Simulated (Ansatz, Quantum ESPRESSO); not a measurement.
# Conductance against width: vacuum gaps between two Pb(100) faces, part 3 of 5

Wanted: T at the Fermi level along a series, and its decay constant, for vacuum gaps between two Pb(100) faces.

Quantum ESPRESSO 7.5; plane-wave DFT, PBE, GBRV ultrasoft pseudopotentials; cross-check by Ansatz 0.2.0 with PAW datasets.

So far. Step 2 (Ground state, 5 Å): The run needed 11 iterations to bring the estimated error under 1e-07 Ry; the largest force on any atom, held or free, is 0.27 eV/Å.

### Step 4. Cross-check with Ansatz, 5 Å

As a check, the same structure is run in Ansatz.

Level of this step: plane-wave DFT, PBE, Ansatz PAW (Ansatz 0.2.0).

input.yaml reads:

```yaml
crystal:
  lattice:
    - [3.5567471094, 0.0, 0.0]
    - [0.0, 3.5567471094, 0.0]
    - [0.0, 0.0, 32.665]
  atoms:
    - { symbol: Pb, position: [0.0, 0.0, 0.0] }
    - { symbol: Pb, position: [0.5, 0.5, 0.0769937242] }
    - { symbol: Pb, position: [0.0, 0.0, 0.1539874483] }
    - { symbol: Pb, position: [0.5, 0.5, 0.2309811725] }
    - { symbol: Pb, position: [0.0, 0.0, 0.3079748967] }
    - { symbol: Pb, position: [0.5, 0.5, 0.3849686208] }
    - { symbol: Pb, position: [0.0, 0.0, 0.538037655] }
    - { symbol: Pb, position: [0.5, 0.5, 0.6150313792] }
    - { symbol: Pb, position: [0.0, 0.0, 0.6920251033] }
    - { symbol: Pb, position: [0.5, 0.5, 0.7690188275] }
    - { symbol: Pb, position: [0.0, 0.0, 0.8460125517] }
    - { symbol: Pb, position: [0.5, 0.5, 0.9230062758] }
kpoints:
  mp_grid: { grid: [7, 7, 1] }
hamiltonian:
  xc: pbe
scf:
  occupations: { method: fermi_dirac, width: 0.1 }
  convergence: { dr2_threshold: 1.0e-08 }
output:
  transmission: { leads: [[0, 2]], e_range: [-0.4, 0.4], de: 0.4, kmesh: [8, 8] }
  write_potential: true
  write_density: true
  volumetric_format: npy
```

On the command line:

```console
ansatz run input.yaml --threads 4 --pin off --max-ram 8192MiB --backend cpu --events-out ev --progress --plain --runs-dir out
```

What it wrote:

```text
Engine: ansatz 0.2.0, aarch64-unknown-linux-gnu
Pseudopotentials: kind: paw
Pseudopotential: Pb, paw, valence charge 14, recommended cutoff 420 eV (normal), Pb.paw.azcp
Functional definition: PBE
  parameter kappa = 0.804
  parameter beta = 0.066725
  exchange = pbe_x(kappa = kappa, mu = beta*pi^2/3)
  correlation = pbe_c(beta = beta)
Crystal: 12 atoms, lattice volume = 413.227 Å³
Basis set: ecut = 420 eV, 8065 PW (Γ)
Bands: 101, of which v1, the nominal top of the filled ones, is band 84 counted from 1 (83 counted from 0)
Symmetry: 16 space group operations
Space group: P4/nmm (ITA 129), of the structure as read, at distance tolerance 7.4e-5 Å
k-points: 10 of 49
Non-local potential: Pb, projectors of the file, l = 0: 2, l = 1: 2, l = 2: 2, l = 3: 2
PAW form: soft (Blöchl's): semilocal exchange-correlation on the pseudo side does not see the compensation charge
PAW one-centre angular grid: Pb, 590 points (default); XC on 64 Gauss nodes
Initial density: superposition of atomic densities (neutral atoms: chi_scale 0, normalization atom), corrected by the library's trained network
Initial wavefunctions: pseudopotential atomic-orbital guess
Functional: x = pbe(κ = 0.804, μ = 0.219515), c = pbe(β = 0.066725)
SCF iter   1: F=—  HF=-142876.587063 eV  |F-HF|=—  |Δ(HF+E_count)|=         —  Δρ=1.21e-3  dr2=1.96e-1  ethr=1.77e-3  ⟨swp⟩=7.2  Hψ=4333  notcnv=0  defer=5
preconditioner: auto → LDOS  [metal: Δε(μ)=0.049 eV  Ē_g=15.855 eV  σ=0.100 eV  W_gap=0.12  n_scr=92 (ndim 8)  ℏωp=23.7 eV  f_vac=0.056  D(μ)=7.47/eV (n_scr^D=38)  β→1.0]
SCF iter   2: F=—  HF=-142876.583331 eV  |F-HF|=—  |Δ(HF+E_count)|=   3.73e-3  Δρ=5.04e-4  dr2=2.24e-3  ethr=1.17e-4  ⟨swp⟩=1.2  Hψ=1172  notcnv=0  defer=8
SCF iter   3: F=—  HF=-142876.583766 eV  |F-HF|=—  |Δ(HF+E_count)|=   4.34e-4  Δρ=4.07e-4  dr2=1.47e-3  ethr=1.33e-6  ⟨swp⟩=2.1  Hψ=1817  notcnv=0  defer=8
SCF iter   4: F=—  HF=-142876.583419 eV  |F-HF|=—  |Δ(HF+E_count)|=   3.46e-4  Δρ=9.16e-5  dr2=1.10e-4  ethr=8.73e-7  ⟨swp⟩=2.0  Hψ=1816  notcnv=0  defer=8
SCF iter   5: F=—  HF=-142876.583419 eV  |F-HF|=—  |Δ(HF+E_count)|=   3.71e-7  Δρ=3.06e-5  dr2=1.07e-5  ethr=6.53e-8  ⟨swp⟩=2.1  Hψ=1791  notcnv=0  defer=8
SCF iter   6: F=—  HF=-142876.583391 eV  |F-HF|=—  |Δ(HF+E_count)|=   2.77e-5  Δρ=1.08e-5  dr2=9.57e-7  ethr=6.38e-9  ⟨swp⟩=2.1  Hψ=1819  notcnv=0  defer=8
SCF iter   7: F=—  HF=-142876.583391 eV  |F-HF|=—  |Δ(HF+E_count)|=   1.22e-7  Δρ=2.13e-6  dr2=3.03e-8  ethr=5.70e-10  ⟨swp⟩=2.0  Hψ=1822  notcnv=0  defer=8
SCF iter   8: F=-142876.583391 eV  HF=-142876.583391 eV  |F-HF|=4.45e-9  |Δ(HF+E_count)|=   1.34e-8  Δρ=9.17e-7  dr2=8.72e-9  ethr=5.95e-12  ⟨swp⟩=8.9  Hψ=3843  notcnv=0
SCF 1 converged in 8 iterations: F = -142876.583391 eV  dr2 = 8.72e-9
  greatest PAW one-centre occupation: 0.979 electrons in one spin orbital (limit 2), on the Pb atom at site 6 (counted from 0), in its partial waves of l = 2
transmission: 62 of 615 steps passed
transmission: 124 of 615 steps passed
[...]
transmission: 615 of 615 steps passed
SCF converged after 8 iterations
Free energy (F): -142876.583391 eV
Harris-Foulkes:  -142876.583391 eV  (|F-HF|=4.45e-9)
Internal energy: -142876.343688 eV  (E = F + TS)
E sigma→0 (E₀):  -142876.463540 eV
Entropy (-TS):   -0.239703 eV (-19.975 meV/atom)
Fermi energy:    9.237504 eV
--- Per-component energies (eV) ---
  E_band       = -729.454126
  E_kinetic    = 3457.981045
  E_local      = -19342.401783  (includes V_loc(G=0)·N_el)
  E_nonlocal   = 4194.193079
  E_hartree    = 8279.532155
  E_xc         = -2645.102162
  E_vxc        = -1584.023007  (∫ρ·V_xc dr)
  E_paw        = -124865.144306  (= ΣΔE_a)
  E_vpaw       = -4014.276536  (= ΣTr[D̂ρ^β])
  E_aug_tail   = 0.000568  (compensation charges beyond the density's cutoff)
  E_ewald      = -11955.402285
  E_smearing   = -0.239703  (= −TS)
  E_closure    = 0.000000  (closes the sum)
  Σ components = -142876.583391   (vs F -142876.583391, Δ=0.00e0)
--- Band table (eV; the first three rows and the last of 10) ---
  k-point 0: bands = [... 80 lower, 11.2507, 11.3816, 11.3816, 11.6174, 11.6174, 11.9534, 11.9534, 12.3513, ... 13 higher]
  k-point 1: bands = [... 80 lower, 9.8684, 10.2940, 10.6004, 10.9480, 11.0008, 11.5407, 11.6477, 11.6665, ... 13 higher]
  k-point 2: bands = [... 80 lower, 8.3917, 8.5582, 9.0847, 9.2145, 9.7726, 10.1956, 10.7492, 10.9584, ... 13 higher]
  k-point 9: bands = [... 80 lower, 7.4049, 7.4159, 7.6079, 7.8571, 7.8966, 8.1993, 8.4084, 8.5736, ... 13 higher]
--- Transmission ---
  basis      : 109 plane waves across, 41 finite elements along
  points     : 15, standing for a mesh of 8 x 8
  energies   : 3 from -0.400000 to 0.400000 eV about the Fermi level, 0.400000 eV apart; the leads are filled to 0.000000 eV, and channels, transmission and decay are at 0.000000 eV
  crystal 0  : Pb2, at the sites [0, 2], period 5.0300 Å, over 30.18 Å; its Hamiltonian steps by up to 49.1 meV: too much for a lead, lay more layers or, if its atoms are ordered, name the step of that order
    offset         : up to 0.0000 Å between an atom of the period and one for which it stands
    channels       : 1.546875e0 a spin
    conductance    : none, the energies end too early or step too widely for 300 K: set another output.transmission.e_range or a lower de, or, where they end at an eighth of basis.ecutwfc, a higher one
    slowest decay  : 0.0716 /Å at (0.5000, 0.0000)
  junction   : crystal 0 to crystal 0, -0.56 to 27.08 Å
    transmission   : 1.770140e-1 a spin
    conductance    : none, the energies end too early or step too widely for 300 K: set another output.transmission.e_range or a lower de, or, where they end at an eighth of basis.ecutwfc, a higher one
```

It took 40 s on 4 threads of Arm Neoverse N1, shared host; peak memory 1.2 GiB; 2.4 min of CPU time.

Read from the output:

```
free energy                                  : -142876.5834 eV
energy at zero smearing                      : -142876.4635 eV
smearing term TS                             : 0.2397 eV
Fermi energy                                 : 9.238 eV
symmetry operations                          : 16
transmission at the Fermi level, one spin    : 0.1770
step of the lead's Hamiltonian over a period : 49.1 meV
```

Per spin; mean over the k mesh across the current. Transmission, zone mean against energy, zero at the Fermi level:

```csv
energy (eV),"transmission, zone mean"
-0.400,0.156
0.000,0.177
0.400,0.283
```

Per spin; mean over the k mesh across the current. The open channels, zone mean by energy, zero at the Fermi level:

```csv
energy (eV),"open channels, zone mean"
-0.400,1.67
0.000,1.55
0.400,1.52
```

Ansatz finds T = 0.177 against pwcond's 0.175.

### Step 5. Self-consistent run, 6 Å

Level of this step: plane-wave DFT, PBE, GBRV ultrasoft pseudopotentials (Quantum ESPRESSO 7.5).

j1.scf.in reads:

```
&control
  prefix = 'j1.scf'
  outdir = './out'
  pseudo_dir = './pseudo'
  calculation = 'scf'
  tprnfor = .true.
/
&system
  ibrav = 0
  nat = 12
  ntyp = 1
  ecutwfc = 40
  ecutrho = 200
  occupations = 'smearing'
  smearing = 'mv'
  degauss = 0.01
/
&electrons
  conv_thr = 1e-07
  mixing_beta = 0.25
  electron_maxstep = 120
  mixing_mode = 'local-TF'
/
ATOMIC_SPECIES
  Pb  207.2000  pb_pbe_v1.uspp.F.UPF
CELL_PARAMETERS angstrom
  3.55674710936833 0.00000000000000 0.00000000000000
  0.00000000000000 3.55674710936833 0.00000000000000
  0.00000000000000 0.00000000000000 33.66500000000000
ATOMIC_POSITIONS crystal
  Pb  0.000000000000 0.000000000000 0.000000000000
  Pb  0.500000000000 0.500000000000 0.074706668647
  Pb  0.000000000000 0.000000000000 0.149413337294
  Pb  0.500000000000 0.500000000000 0.224120005941
  Pb  0.000000000000 0.000000000000 0.298826674588
  Pb  0.500000000000 0.500000000000 0.373533343235
  Pb  0.000000000000 0.000000000000 0.551759988118
  Pb  0.500000000000 0.500000000000 0.626466656765
  Pb  0.000000000000 0.000000000000 0.701173325412
  Pb  0.500000000000 0.500000000000 0.775879994059
  Pb  0.000000000000 0.000000000000 0.850586662706
  Pb  0.500000000000 0.500000000000 0.925293331353
K_POINTS automatic
  7 7 1 0 0 0
```

On the command line:

```console
OMP_NUM_THREADS=1 mpirun -n 4 pw.x -nk 2 -in j1.scf.in > j1.scf.out
```

What it wrote:

```text
[banner, memory and clock lines left out]
Program PWSCF v.7.5 starts
[...]
number of electrons       =       168.00
     number of Kohn-Sham states=          101
     kinetic-energy cutoff     =      40.0000  Ry
     charge density cutoff     =     200.0000  Ry
[...]
number of k points=    10  Marzari-Vanderbilt smearing, width (Ry)=  0.0100
[...]
Dense  grid:   137219 G-vectors     FFT dimensions: (  32,  32, 288)
[...]
Starting wfcs are  108 randomized atomic wfcs
     estimated scf accuracy    <       0.24496659 Ry
     estimated scf accuracy    <       0.17925517 Ry
     estimated scf accuracy    <       0.00196060 Ry
     estimated scf accuracy    <       0.00162934 Ry
     estimated scf accuracy    <       0.00018397 Ry
     estimated scf accuracy    <       0.00015660 Ry
     estimated scf accuracy    <       0.00006516 Ry
     estimated scf accuracy    <       0.00000392 Ry
     estimated scf accuracy    <       0.00000078 Ry
[...]
the Fermi energy is     9.1191 ev
!    total energy              =   -1969.84395603 Ry
     estimated scf accuracy    <       0.00000008 Ry
     smearing contrib. (-TS)   =      -0.00030914 Ry
     internal energy E=F+TS    =   -1969.84364689 Ry
[...]
one-electron contribution =   -1331.82883755 Ry
     hartree contribution      =     781.59701509 Ry
     xc contribution           =    -760.35081461 Ry
     ewald contribution        =    -659.26100982 Ry
     convergence has been achieved in  10 iterations
[...]
Total force =     0.020287     Total SCF correction =     0.001462
[...]
```

Elapsed: 3.2 min, on 4 MPI ranks; peak memory 0.84 GiB.

Read from the output:

| Quantity | Value |
| --- | --- |
| free energy | -26801.0924 eV |
| Fermi energy | 9.119 eV |

### Step 6. The open system, 6 Å

j1.cond.in reads:

```
&inputcond
  outdir = './out'
  prefixt = 'j1.scf'
  tran_file = 'j1.cond.dat'
  bdl = 1.4142135624
  bds = 9.4651092599
  ikind = 1
  ewind = 4.0
  epsproj = 1e-05
  nz1 = 7
  energy0 = 0.4
  denergy = -0.4
/
15
  0.00000000 0.00000000 0.01562500
  0.00000000 0.12500000 0.06250000
  0.00000000 0.25000000 0.06250000
  0.00000000 0.37500000 0.06250000
  0.00000000 0.50000000 0.03125000
  0.12500000 0.12500000 0.06250000
  0.12500000 0.25000000 0.12500000
  0.12500000 0.37500000 0.12500000
  0.12500000 0.50000000 0.06250000
  0.25000000 0.25000000 0.06250000
  0.25000000 0.37500000 0.12500000
  0.25000000 0.50000000 0.06250000
  0.37500000 0.37500000 0.06250000
  0.37500000 0.50000000 0.06250000
  0.50000000 0.50000000 0.01562500
3
```

On the command line:

```console
OMP_NUM_THREADS=1 mpirun -n 4 pwcond.x -in j1.cond.in > j1.cond.out
```

What it wrote:

```text
[banner, memory and clock lines left out]
Program PWCOND v.7.5 starts

     ./out/j1.scf.save/

[...]
negative rho (up, down):  1.839E-01 0.000E+00
     Reading collected, re-writing distributed wavefunctions

===== INPUT FILE containing all the regions =====

     GEOMETRY:

     lattice parameter (alat)  =       6.7213  a.u.
     the volume                =    2873.9631 (a.u.)^3
     the cross section         =      45.1756 (a.u.)^2
     l of the unit cell        =       9.4651 (alat)
     number of atoms/cell      =           12
[...]
-0.3803878  -0.0000128  -0.4000000
 Left moving states:
   k1(2pi/a)   k2(2pi/a)   E-Ef (eV)
   0.3803878  -0.0000128  -0.4000000
   0.3803878  -0.0000128  -0.4000000

 to transmit
 Band j to band i transmissions and reflections:
    j         i     |T_ij|^2    |R_ij|^2

    1 -->     1     0.00037     0.29105
    1 -->     2     0.00000     0.70858
   Total T_j, R_j =    0.00037  0.99963

    2 -->     1     0.00000     0.70858
    2 -->     2     0.00037     0.29105
   Total T_j, R_j =    0.00037  0.99963

E-Ef(ev), T(x2 spins) =   -0.4000000   0.0014697
   T_tot     0.40000      0.15358E+00
   T_tot     0.00000      0.67367E-01
   T_tot    -0.40000      0.58098E-01
```

Wall time 2.7 min (4 MPI ranks); peak memory 0.3 GiB; 11 min of CPU time.

This step gave:

| Quantity | Value |
| --- | --- |
| transmission at the Fermi level, one spin | 0.03368 |
| conductance | 0.03368 G₀ |

Per spin; mean over the k mesh across the current. Transmission, zone mean against energy, zero at the Fermi level:

```csv
energy (eV),"transmission, zone mean"
-0.400,0.0290
0.000,0.0337
0.400,0.0768
```

T goes from 0.175 to 0.0337, a factor of 5.2.

### Step 7. Cross-check with Ansatz, 6 Å

Level of this step: plane-wave DFT, PBE, Ansatz PAW (Ansatz 0.2.0).

input.yaml, the sections that differ from step 4:

```yaml
crystal:
  lattice:
    - [3.5567471094, 0.0, 0.0]
    - [0.0, 3.5567471094, 0.0]
    - [0.0, 0.0, 33.665]
  atoms:
    - { symbol: Pb, position: [0.0, 0.0, 0.0] }
    - { symbol: Pb, position: [0.5, 0.5, 0.0747066686] }
    - { symbol: Pb, position: [0.0, 0.0, 0.1494133373] }
    - { symbol: Pb, position: [0.5, 0.5, 0.2241200059] }
    - { symbol: Pb, position: [0.0, 0.0, 0.2988266746] }
    - { symbol: Pb, position: [0.5, 0.5, 0.3735333432] }
    - { symbol: Pb, position: [0.0, 0.0, 0.5517599881] }
    - { symbol: Pb, position: [0.5, 0.5, 0.6264666568] }
    - { symbol: Pb, position: [0.0, 0.0, 0.7011733254] }
    - { symbol: Pb, position: [0.5, 0.5, 0.7758799941] }
    - { symbol: Pb, position: [0.0, 0.0, 0.8505866627] }
    - { symbol: Pb, position: [0.5, 0.5, 0.9252933314] }
# kpoints, hamiltonian, scf, output: as in step 4
```

On the command line:

```console
ansatz run input.yaml --threads 4 --pin off --max-ram 8192MiB --backend cpu --events-out ev --progress --plain --runs-dir out
```

What it wrote:

```text
[...]
Crystal: 12 atoms, lattice volume = 425.877 Å³
Basis set: ecut = 420 eV, 8277 PW (Γ)
Bands: 101, of which v1, the nominal top of the filled ones, is band 84 counted from 1 (83 counted from 0)
Symmetry: 16 space group operations
[...]
k-points: 10 of 49
[...]
k-point 9: bands = [... 80 lower, 7.0273, 7.0429, 7.2271, 7.4801, 7.5089, 7.8123, 8.0372, 8.2083, ... 13 higher]
--- Transmission ---
  basis      : 109 plane waves across, 43 finite elements along
  points     : 15, standing for a mesh of 8 x 8
[...]
channels       : 1.546875e0 a spin
[...]
slowest decay  : 0.0713 /Å at (0.5000, 0.0000)
  junction   : crystal 0 to crystal 0, -0.56 to 28.08 Å
    transmission   : 3.382308e-2 a spin
[...]
[key lines of the parts left out:]
SCF converged after 8 iterations
Free energy (F): -142876.545964 eV
Fermi energy:    8.864630 eV
```

It took 40 s on 4 threads; peak memory 1.3 GiB.

Read from the output:

| Property | Result |
| --- | --- |
| free energy | -142876.5460 eV |
| energy at zero smearing | -142876.4260 eV |
| smearing term TS | 0.2400 eV |
| Fermi energy | 8.865 eV |
| transmission at the Fermi level, one spin | 0.03382 |
| step of the lead's Hamiltonian over a period | 54.7 meV |

Per spin; mean over the k mesh across the current. Table of transmission, zone mean by energy, zero at the Fermi level:

```csv
energy (eV),"transmission, zone mean"
-0.400,0.0289
0.000,0.0338
0.400,0.0740
```

Ansatz finds T = 0.0338 against pwcond's 0.0337.

### Step 8. Self-consistent run, 7 Å

Level of this step: plane-wave DFT, PBE, GBRV ultrasoft pseudopotentials (Quantum ESPRESSO 7.5).

j2.scf.in reads:

```
&control
  prefix = 'j2.scf'
  outdir = './out'
  pseudo_dir = './pseudo'
  calculation = 'scf'
  tprnfor = .true.
/
&system
  ibrav = 0
  nat = 12
  ntyp = 1
  ecutwfc = 40
  ecutrho = 200
  occupations = 'smearing'
  smearing = 'mv'
  degauss = 0.01
/
&electrons
  conv_thr = 1e-07
  mixing_beta = 0.25
  electron_maxstep = 120
  mixing_mode = 'local-TF'
/
ATOMIC_SPECIES
  Pb  207.2000  pb_pbe_v1.uspp.F.UPF
CELL_PARAMETERS angstrom
  3.55674710936833 0.00000000000000 0.00000000000000
  0.00000000000000 3.55674710936833 0.00000000000000
  0.00000000000000 0.00000000000000 34.66500000000000
ATOMIC_POSITIONS crystal
  Pb  0.000000000000 0.000000000000 0.000000000000
  Pb  0.500000000000 0.500000000000 0.072551564979
  Pb  0.000000000000 0.000000000000 0.145103129958
  Pb  0.500000000000 0.500000000000 0.217654694937
  Pb  0.000000000000 0.000000000000 0.290206259916
  Pb  0.500000000000 0.500000000000 0.362757824895
  Pb  0.000000000000 0.000000000000 0.564690610125
  Pb  0.500000000000 0.500000000000 0.637242175105
  Pb  0.000000000000 0.000000000000 0.709793740084
  Pb  0.500000000000 0.500000000000 0.782345305063
  Pb  0.000000000000 0.000000000000 0.854896870042
  Pb  0.500000000000 0.500000000000 0.927448435021
K_POINTS automatic
  7 7 1 0 0 0
```

On the command line:

```console
OMP_NUM_THREADS=1 mpirun -n 4 pw.x -nk 2 -in j2.scf.in > j2.scf.out
```

What it wrote:

```text
[banner, memory and clock lines left out]
Program PWSCF v.7.5 starts
[...]
number of electrons       =       168.00
     number of Kohn-Sham states=          101
     kinetic-energy cutoff     =      40.0000  Ry
     charge density cutoff     =     200.0000  Ry
[...]
number of k points=    10  Marzari-Vanderbilt smearing, width (Ry)=  0.0100
[...]
Dense  grid:   141227 G-vectors     FFT dimensions: (  32,  32, 300)
[...]
Starting wfcs are  108 randomized atomic wfcs
     estimated scf accuracy    <       0.25078184 Ry
     estimated scf accuracy    <       0.18567402 Ry
     estimated scf accuracy    <       0.00264005 Ry
     estimated scf accuracy    <       0.00236855 Ry
     estimated scf accuracy    <       0.00031485 Ry
     estimated scf accuracy    <       0.00027877 Ry
     estimated scf accuracy    <       0.00001781 Ry
     estimated scf accuracy    <       0.00000297 Ry
     estimated scf accuracy    <       0.00000101 Ry
[...]
the Fermi energy is     8.7551 ev
!    total energy              =   -1969.84345453 Ry
     estimated scf accuracy    <       0.00000006 Ry
     smearing contrib. (-TS)   =      -0.00029975 Ry
     internal energy E=F+TS    =   -1969.84315477 Ry
[...]
one-electron contribution =   -1883.46954630 Ry
     hartree contribution      =    1055.14509397 Ry
     xc contribution           =    -760.35235018 Ry
     ewald contribution        =    -381.16635226 Ry
     convergence has been achieved in  10 iterations
[...]
Total force =     0.021297     Total SCF correction =     0.001151
[...]
```

Elapsed: 3.3 min, on 4 MPI ranks; peak memory 1 GiB.

This step gave:

| Property | Result |
| --- | --- |
| free energy | -26801.0855 eV |
| Fermi energy | 8.755 eV |

(Continued in part 4 of 5.)

[Long decimals in the printed logs are rounded to 6 places.]

[Repeated lines of the later SCF iterations (solver, time, negative density, dipole) and banner, clock, host and MPI lines are left out of these logs without a mark at each place.]

[Logs are printed without paths, hosts, clocks, repeated set-up lines and the standing remarks that a program may print on its own settings, such as how far it seeks lower states.]

[Hosts, paths, dates, database ids (printed as entryN), source tags and the programs' standing remarks are cut or masked in the printed files.]

[Maps of the electrostatic potential energy from Ansatz leave out the sawtooth potential of an applied field or a dipole correction, so their vacuum need not be flat; planar profiles and work functions include it.]
